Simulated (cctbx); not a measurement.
**A crystallographic session in cctbx: YbZnAs2**

Library: cctbx 2025.11. The data are simulated by the first script.

## 1. Simulate the data

run.py:

```python
from cctbx import adptbx, crystal, miller, sgtbx, xray
from cctbx.array_family import flex
from iotbx.shelx import hklf
from scitbx import matrix
import scitbx.random

cs = crystal.symmetry(unit_cell=(3.941, 3.941, 9.76, 90, 90, 90), space_group_symbol='Hall: P 4ab 2ab -1ab')  # P4/nmm
atoms = [  # label, site, U (iso, or U11 U22 U33 U12 U13 U23 in A^2), occupancy
    ("Yb1", (0, 0.5, 0.767), (0.0040, 0.0040, 0.0035, 0.0000, 0.0000, 0.0000), 1),
    ("As1", (0.5, 0, 0.6591), (0.0038, 0.0038, 0.0040, 0.0000, 0.0000, 0.0000), 1),
    ("As2", (0.5, 0.5, 0), (0.0035, 0.0035, 0.0036, 0.0000, 0.0000, 0.0000), 1),
    ("Zn1", (0.5, 0.5, 0.5), (0.0049, 0.0049, 0.0037, 0.0000, 0.0000, 0.0000), 1),
]
xs = xray.structure(crystal_symmetry=cs)
for label, site, u, occ in atoms:
    u = adptbx.u_cif_as_u_star(cs.unit_cell(), u) if isinstance(u, tuple) else u
    xs.add_scatterer(xray.scatterer(label, site=site, u=u, occupancy=occ))
xs.set_inelastic_form_factors(0.4959, "sasaki")
xs.show_summary()
p1 = xs.expand_to_p1()
ms = miller.build_set(p1, anomalous_flag=True, d_min=0.7)
flex.set_random_seed(290517)
scitbx.random.set_random_seed(290517)
ms = ms.select(flex.random_double(ms.size()) < 0.5)
i = ms.structure_factors_from_scatterers(p1, algorithm="direct").f_calc().as_intensity_array().data()
i = i / flex.sqrt(1 + 0.1 * i / flex.max(i))  # extinction
i = i * 20000 / flex.max(i)
sig = flex.sqrt(i + flex.pow2(0.02 * i) + 2 ** 2)
noise = scitbx.random.variate(scitbx.random.normal_distribution())(i.size())
data = ms.array(data=i + sig * noise, sigmas=sig).set_observation_type_xray_intensity()
with open("data.hkl", "w") as f:
    data.export_as_shelx_hklf(f)
print("reflections written:", data.size(), " <I/sigma> = %.1f" % flex.mean(data.data() / data.sigmas()))
for h, a, b in list(data.sort("data"))[:12]:
    print("%4d%4d%4d %9.1f %7.1f" % (h + (a, b)))
```

```console
$ python run.py
```

```text
Number of scatterers: 4
At special positions: 4
Unit cell: (3.941, 3.941, 9.76, 90, 90, 90)
Space group: P 4/n m m :1 (No. 129)
reflections written: 919  <I/sigma> = 22.3
   0   2   0   20362.0   424.3
  -2   0   0   19511.9   424.3
   2   0   0   19340.0   424.3
  -1   1   2   18228.9   380.1
   1   1  -2   17953.2   380.1
  -1  -1   2   17945.7   380.1
   1  -1  -2   17844.7   380.1
  -1  -1  -2   17580.2   380.1
   1  -1   2   17425.3   380.1
   2  -2   0   14778.6   313.6
   2   2   0   14322.1   313.6
   0   0   4    9848.1   218.2
```

It took 0.23 s on 1 thread of Arm Neoverse V2 (shared host), peak memory 0.07 GiB.

## 2. Refinement (right model, isotropic)

run.py:

```python
import math
from cctbx import adptbx, crystal, maptbx, sgtbx, xray
from cctbx.array_family import flex
from cctbx.xray import observations
from iotbx.shelx import hklf
from scitbx.lstbx import normal_eqns_solving
from smtbx import absolute_structure, utils
from smtbx.refinement import constraints, least_squares

cs = crystal.symmetry(unit_cell=(3.941, 3.941, 9.76, 90, 90, 90), space_group_symbol='Hall: P 4ab 2ab -1ab')  # P4/nmm
atoms = [  # label, site, U (iso, or U11 U22 U33 U12 U13 U23 in A^2), occupancy
    ("Yb1", (0, 0.5, 0.7657), 0.0200, 1),
    ("As1", (0.5, 0, 0.6642), 0.0200, 1),
    ("As2", (0.5, 0.5, 0), 0.0200, 1),
    ("Zn1", (0.5, 0.5, 0.5), 0.0200, 1),
]
xs = xray.structure(crystal_symmetry=cs)
for label, site, u, occ in atoms:
    u = adptbx.u_cif_as_u_star(cs.unit_cell(), u) if isinstance(u, tuple) else u
    xs.add_scatterer(xray.scatterer(label, site=site, u=u, occupancy=occ))
xs.set_inelastic_form_factors(0.4959, "sasaki")
raw = hklf.reader(file_name="data.hkl").as_miller_arrays(crystal_symmetry=cs, anomalous=True)[0]
merged = raw.eliminate_sys_absent().merge_equivalents()
fo2 = merged.array().set_observation_type_xray_intensity()
print("Rint %.3f, %d unique reflections to %.2f A" % (merged.r_int(), fo2.size(), fo2.d_min()))
for sc in xs.scatterers():
    sc.flags.set_grad_site(True)
    sc.flags.set_grad_u_aniso(sc.flags.use_u_aniso())
    sc.flags.set_grad_u_iso(sc.flags.use_u_iso())
obs = fo2.as_xray_observations()
extra = {}
rep = constraints.reparametrisation(xs, [], utils.connectivity_table(xs), **extra)
ls = least_squares.crystallographic_ls(obs, rep, weighting_scheme=least_squares.mainstream_shelx_weighting(a=0, b=0))
print("cycle     R1     wR2    GooF  max shift (A)")
for cycle in range(8):
    ls.build_up()
    r1, wr2, goof = ls.r1_factor(cutoff_factor=2)[0], ls.wR2(), ls.goof()
    old = xs.sites_cart()
    normal_eqns_solving.levenberg_marquardt_iterations(ls, n_max_iterations=3, tau=1e-06, step_threshold=1e-7)
    big = flex.max((xs.sites_cart() - old).norms())
    print("%4d %7.4f %7.4f %7.3f %9.5f" % (cycle + 1, r1, wr2, goof, big))
    ls.build_up(objective_only=True)
    if abs(ls.wR2() - wr2) < 5e-5 and big < 5e-4:
        break
ls.build_up()
print("final R1 %.4f wR2 %.4f GooF %.3f  parameters %d  data/parameter %.1f" % (ls.r1_factor(cutoff_factor=2)[0], ls.wR2(), ls.goof(), ls.n_parameters, fo2.size() / ls.n_parameters))
cov = ls.covariance_matrix_and_annotations()
su = dict(zip(cov.annotations, (math.sqrt(max(v, 0)) for v in cov.matrix.matrix_packed_u_diagonal())))
a2 = cs.unit_cell().reciprocal_parameters()[0] ** -2
print("atom        x        y        z      Ueq    occ   su(xyz)  su(Uiso or U11)")
for sc in xs.scatterers():
    s = max(su.get(sc.label + k, 0) for k in (".x", ".y", ".z"))
    npd = "" if sc.is_positive_definite_u(cs.unit_cell()) else "  NPD"
    print("%-5s %8.5f %8.5f %8.5f %8.4f %6.3f %8.5f %7.4f%s" % ((sc.label,) + sc.site + (sc.u_iso_or_equiv(cs.unit_cell()), sc.occupancy, s, su.get(sc.label + ".uiso", su.get(sc.label + ".u11", 0) * a2), npd)))
fo = fo2.f_sq_as_f()
fc = fo.structure_factors_from_scatterers(xs, algorithm="direct").f_calc()
diff = fo.f_obs_minus_f_calc(1 / math.sqrt(ls.scale_factor()), fc).average_bijvoet_mates()
m = diff.fft_map(symmetry_flags=maptbx.use_space_group_symmetry, resolution_factor=0.25).apply_volume_scaling()
print("difference map: max %.2f min %.2f rms %.2f" % (m.statistics().max(), m.statistics().min(), m.statistics().sigma()))
peaks = m.peak_search(parameters=maptbx.peak_search_parameters(min_distance_sym_equiv=0.6, max_clusters=6)).all()
near = xs.closest_distances(peaks.sites(), distance_cutoff=4)
sps = cs.special_position_settings(min_distance_sym_equiv=0.5)
for k, (x, h) in enumerate(zip(peaks.sites(), peaks.heights())):
    ss = sps.site_symmetry(x)
    print("Q%-3d %7.4f %7.4f %7.4f %4d %7.2f  %.2f A from %s" % ((k + 1,) + tuple(t % 1 for t in ss.exact_site()) + (ss.multiplicity(), h, near.smallest_distances[k], xs.scatterers()[near.i_seqs[k]].label)))
```

```console
$ python run.py
```

```text
Rint 0.022, 169 unique reflections to 0.70 A
cycle     R1     wR2    GooF  max shift (A)
   1  0.1713  0.3595  20.589   0.05023
   2  0.0094  0.0198   1.132   0.00000
final R1 0.0094 wR2 0.0198 GooF 1.132  parameters 6  data/parameter 28.2
atom        x        y        z      Ueq    occ   su(xyz)  su(Uiso or U11)
Yb1    0.00000  0.50000  0.76702   0.0037  1.000  0.00002  0.0001
As1    0.50000  0.00000  0.65905   0.0037  1.000  0.00006  0.0001
As2    0.50000  0.50000  0.00000   0.0033  1.000  0.00000  0.0001
Zn1    0.50000  0.50000  0.50000   0.0045  1.000  0.00000  0.0001
difference map: max 0.71 min -1.73 rms 0.19
Q1    0.0000  0.0000  0.2623    4    0.72  1.99 A from Yb1
Q2    0.0000  0.3441  0.6137    8    0.52  1.62 A from Yb1
Q3    0.2433  0.2567  0.2897    8    0.48  1.45 A from As1
Q4    0.2500  0.2500  0.0000    4    0.48  1.39 A from As2
Q5    0.0000  0.2385  0.2512    8    0.46  1.35 A from As1
Q6    0.1208  0.2200  0.7839   16    0.43  1.21 A from Yb1
```

Time: 0.36 s.

## 3. Refinement (right model, anisotropic)

run.py, as its changes from the last script of this kind:

```diff
@@ -12,4 +12,4 @@
-    ("Yb1", (0, 0.5, 0.7657), 0.0200, 1),
-    ("As1", (0.5, 0, 0.6642), 0.0200, 1),
-    ("As2", (0.5, 0.5, 0), 0.0200, 1),
-    ("Zn1", (0.5, 0.5, 0.5), 0.0200, 1),
+    ("Yb1", (0, 0.5, 0.76702), 0.0037, 1),
+    ("As1", (0.5, 0, 0.65905), 0.0037, 1),
+    ("As2", (0.5, 0.5, 0), 0.0033, 1),
+    ("Zn1", (0.5, 0.5, 0.5), 0.0045, 1),
@@ -21,0 +22 @@
+xs.convert_to_anisotropic()
```

```console
$ python run.py
```

```text
Rint 0.022, 169 unique reflections to 0.70 A
cycle     R1     wR2    GooF  max shift (A)
   1  0.0094  0.0198   1.151   0.00005
   2  0.0084  0.0180   1.046   0.00000
final R1 0.0084 wR2 0.0180 GooF 1.046  parameters 10  data/parameter 16.9
atom        x        y        z      Ueq    occ   su(xyz)  su(Uiso or U11)
Yb1    0.00000  0.50000  0.76702   0.0037  1.000  0.00002  0.0001
As1    0.50000  0.00000  0.65905   0.0038  1.000  0.00005  0.0001
As2    0.50000  0.50000  0.00000   0.0033  1.000  0.00000  0.0001
Zn1    0.50000  0.50000  0.50000   0.0045  1.000  0.00000  0.0002
difference map: max 0.69 min -1.60 rms 0.18
Q1    0.0000  0.0000  0.2633    4    0.70  1.99 A from Yb1
Q2    0.2500  0.2500  0.0000    4    0.51  1.39 A from As2
Q3    0.2392  0.2608  0.2912    8    0.48  1.42 A from As1
Q4    0.0000  0.3612  0.6182    8    0.48  1.55 A from Yb1
Q5    0.0000  0.2381  0.2505    8    0.46  1.36 A from As1
Q6    0.2080  0.2920  0.1132    8    0.43  1.79 A from As2
```

Time: 0.35 s.

## 4. Refinement

run.py, as its changes from the last script of this kind:

```diff
@@ -13,2 +13 @@
-    ("As1", (0.5, 0, 0.65905), 0.0037, 1),
-    ("As2", (0.5, 0.5, 0), 0.0033, 1),
+    ("As1", (0.5, 0.5, 0), 0.0033, 1),
@@ -36 +35 @@
-for cycle in range(8):
+for cycle in range(12):
```

```console
$ python run.py
```

```text
Rint 0.022, 169 unique reflections to 0.70 A
cycle     R1     wR2    GooF  max shift (A)
   1  0.4098  0.7475  42.942   0.00483
   2  0.3840  0.6937  39.852   0.00032
final R1 0.3839 wR2 0.6937 GooF 39.851  parameters 7  data/parameter 24.1
atom        x        y        z      Ueq    occ   su(xyz)  su(Uiso or U11)
Yb1    0.00000  0.50000  0.76748   0.0044  1.000  0.00083  0.0040
As1    0.50000  0.50000  0.00000   0.0009  1.000  0.00000  0.0057  NPD
Zn1    0.50000  0.50000  0.50000  -0.0072  1.000  0.00000  0.0048  NPD
difference map: max 189.26 min -62.82 rms 9.78
Q1    0.0000  0.5000  0.3406    2  196.34  2.51 A from Zn1
Q2    0.0000  0.5000  0.7676    2  138.86  0.00 A from Yb1
Q3    0.0000  0.0000  0.0000    2   61.53  0.00 A from As1
Q4    0.0000  0.0000  0.5000    2   52.52  0.00 A from Zn1
Q5    0.0000  0.0000  0.4001    4   32.71  0.98 A from Zn1
Q6    0.0000  0.0000  0.1009    4   20.65  0.99 A from As1
```

Time: 0.39 s.

This run holds a fault made on purpose: atom left out: As1.

## 5. Refinement

run.py, as its changes from the last script of this kind:

```diff
@@ -12,0 +13 @@
+    ("Se1", (0.5, 0, 0.65905), 0.0037, 1),
```

```console
$ python run.py
```

```text
Rint 0.022, 169 unique reflections to 0.70 A
cycle     R1     wR2    GooF  max shift (A)
   1  0.0159  0.0379   2.198   0.00011
   2  0.0092  0.0202   1.171   0.00000
final R1 0.0092 wR2 0.0202 GooF 1.171  parameters 10  data/parameter 16.9
atom        x        y        z      Ueq    occ   su(xyz)  su(Uiso or U11)
Yb1    0.00000  0.50000  0.76702   0.0036  1.000  0.00003  0.0001
Se1    0.50000  0.00000  0.65904   0.0054  1.000  0.00006  0.0001
As1    0.50000  0.50000  0.00000   0.0032  1.000  0.00000  0.0002
Zn1    0.50000  0.50000  0.50000   0.0044  1.000  0.00000  0.0002
difference map: max 0.68 min -1.61 rms 0.19
Q1    0.0000  0.0000  0.2636    4    0.69  1.99 A from Yb1
Q2    0.2500  0.2500  0.0000    4    0.57  1.39 A from As1
Q3    0.0000  0.3659  0.6198    8    0.54  1.53 A from Yb1
Q4    0.2527  0.2473  0.2919    8    0.47  1.49 A from Se1
Q5    0.2070  0.2930  0.1128    8    0.45  1.79 A from As1
Q6    0.1241  0.2284  0.7869   16    0.42  1.19 A from Yb1
```

Time: 0.36 s.

This run holds a fault made on purpose: wrong element: Se1 is As.

## 6. Refinement

run.py, as its changes from the last script of this kind:

```diff
@@ -12,4 +12,4 @@
-    ("Yb1", (0, 0.5, 0.76702), 0.0037, 1),
-    ("Se1", (0.5, 0, 0.65905), 0.0037, 1),
-    ("As1", (0.5, 0.5, 0), 0.0033, 1),
-    ("Zn1", (0.5, 0.5, 0.5), 0.0045, 1),
+    ("Yb1", (0, 0.5, 0.7593), 0.0200, 1),
+    ("As1", (0.5, 0, 0.6086), 0.0200, 1),
+    ("As2", (0.5, 0.5, 0), 0.0200, 1),
+    ("Zn1", (0.5, 0.5, 0.5), 0.0200, 1),
@@ -22 +21,0 @@
-xs.convert_to_anisotropic()
@@ -36 +35 @@
-for cycle in range(12):
+for cycle in range(10):
@@ -40 +39 @@
-    normal_eqns_solving.levenberg_marquardt_iterations(ls, n_max_iterations=3, tau=1e-06, step_threshold=1e-7)
+    normal_eqns_solving.levenberg_marquardt_iterations(ls, n_max_iterations=3, tau=0.0001, step_threshold=1e-7)
```

```console
$ python run.py
```

```text
Rint 0.022, 169 unique reflections to 0.70 A
cycle     R1     wR2    GooF  max shift (A)
   1  0.6994  0.9432  54.014   0.36604
   2  0.3208  0.6514  37.305   0.31286
   3  0.3075  0.6347  36.351   0.40300
   4  0.2828  0.5923  33.919   0.21641
   5  0.0094  0.0198   1.136   0.00012
   6  0.0094  0.0198   1.132   0.00000
final R1 0.0094 wR2 0.0198 GooF 1.132  parameters 6  data/parameter 28.2
atom        x        y        z      Ueq    occ   su(xyz)  su(Uiso or U11)
Yb1    0.00000  0.50000  0.76702   0.0037  1.000  0.00002  0.0001
As1    0.50000  0.00000  0.65905   0.0037  1.000  0.00006  0.0001
As2    0.50000  0.50000  0.00000   0.0033  1.000  0.00000  0.0001
Zn1    0.50000  0.50000  0.50000   0.0045  1.000  0.00000  0.0001
difference map: max 0.71 min -1.73 rms 0.19
Q1    0.0000  0.0000  0.2623    4    0.72  1.99 A from Yb1
Q2    0.0000  0.3441  0.6137    8    0.52  1.62 A from Yb1
Q3    0.2433  0.2567  0.2897    8    0.48  1.45 A from As1
Q4    0.2500  0.2500  0.0000    4    0.48  1.39 A from As2
Q5    0.0000  0.2385  0.2512    8    0.46  1.35 A from As1
Q6    0.1208  0.2200  0.7839   16    0.43  1.21 A from Yb1
```

Run time: 0.67 s on 1 thread of Arm Neoverse V2, with other jobs on the host, peak memory 0.09 GiB.

This run holds a fault made on purpose: start far from the minimum.

[Logs are printed without paths, hosts, clocks, repeated set-up lines and the standing remarks that a program may print on its own settings, such as how far it seeks lower states.]
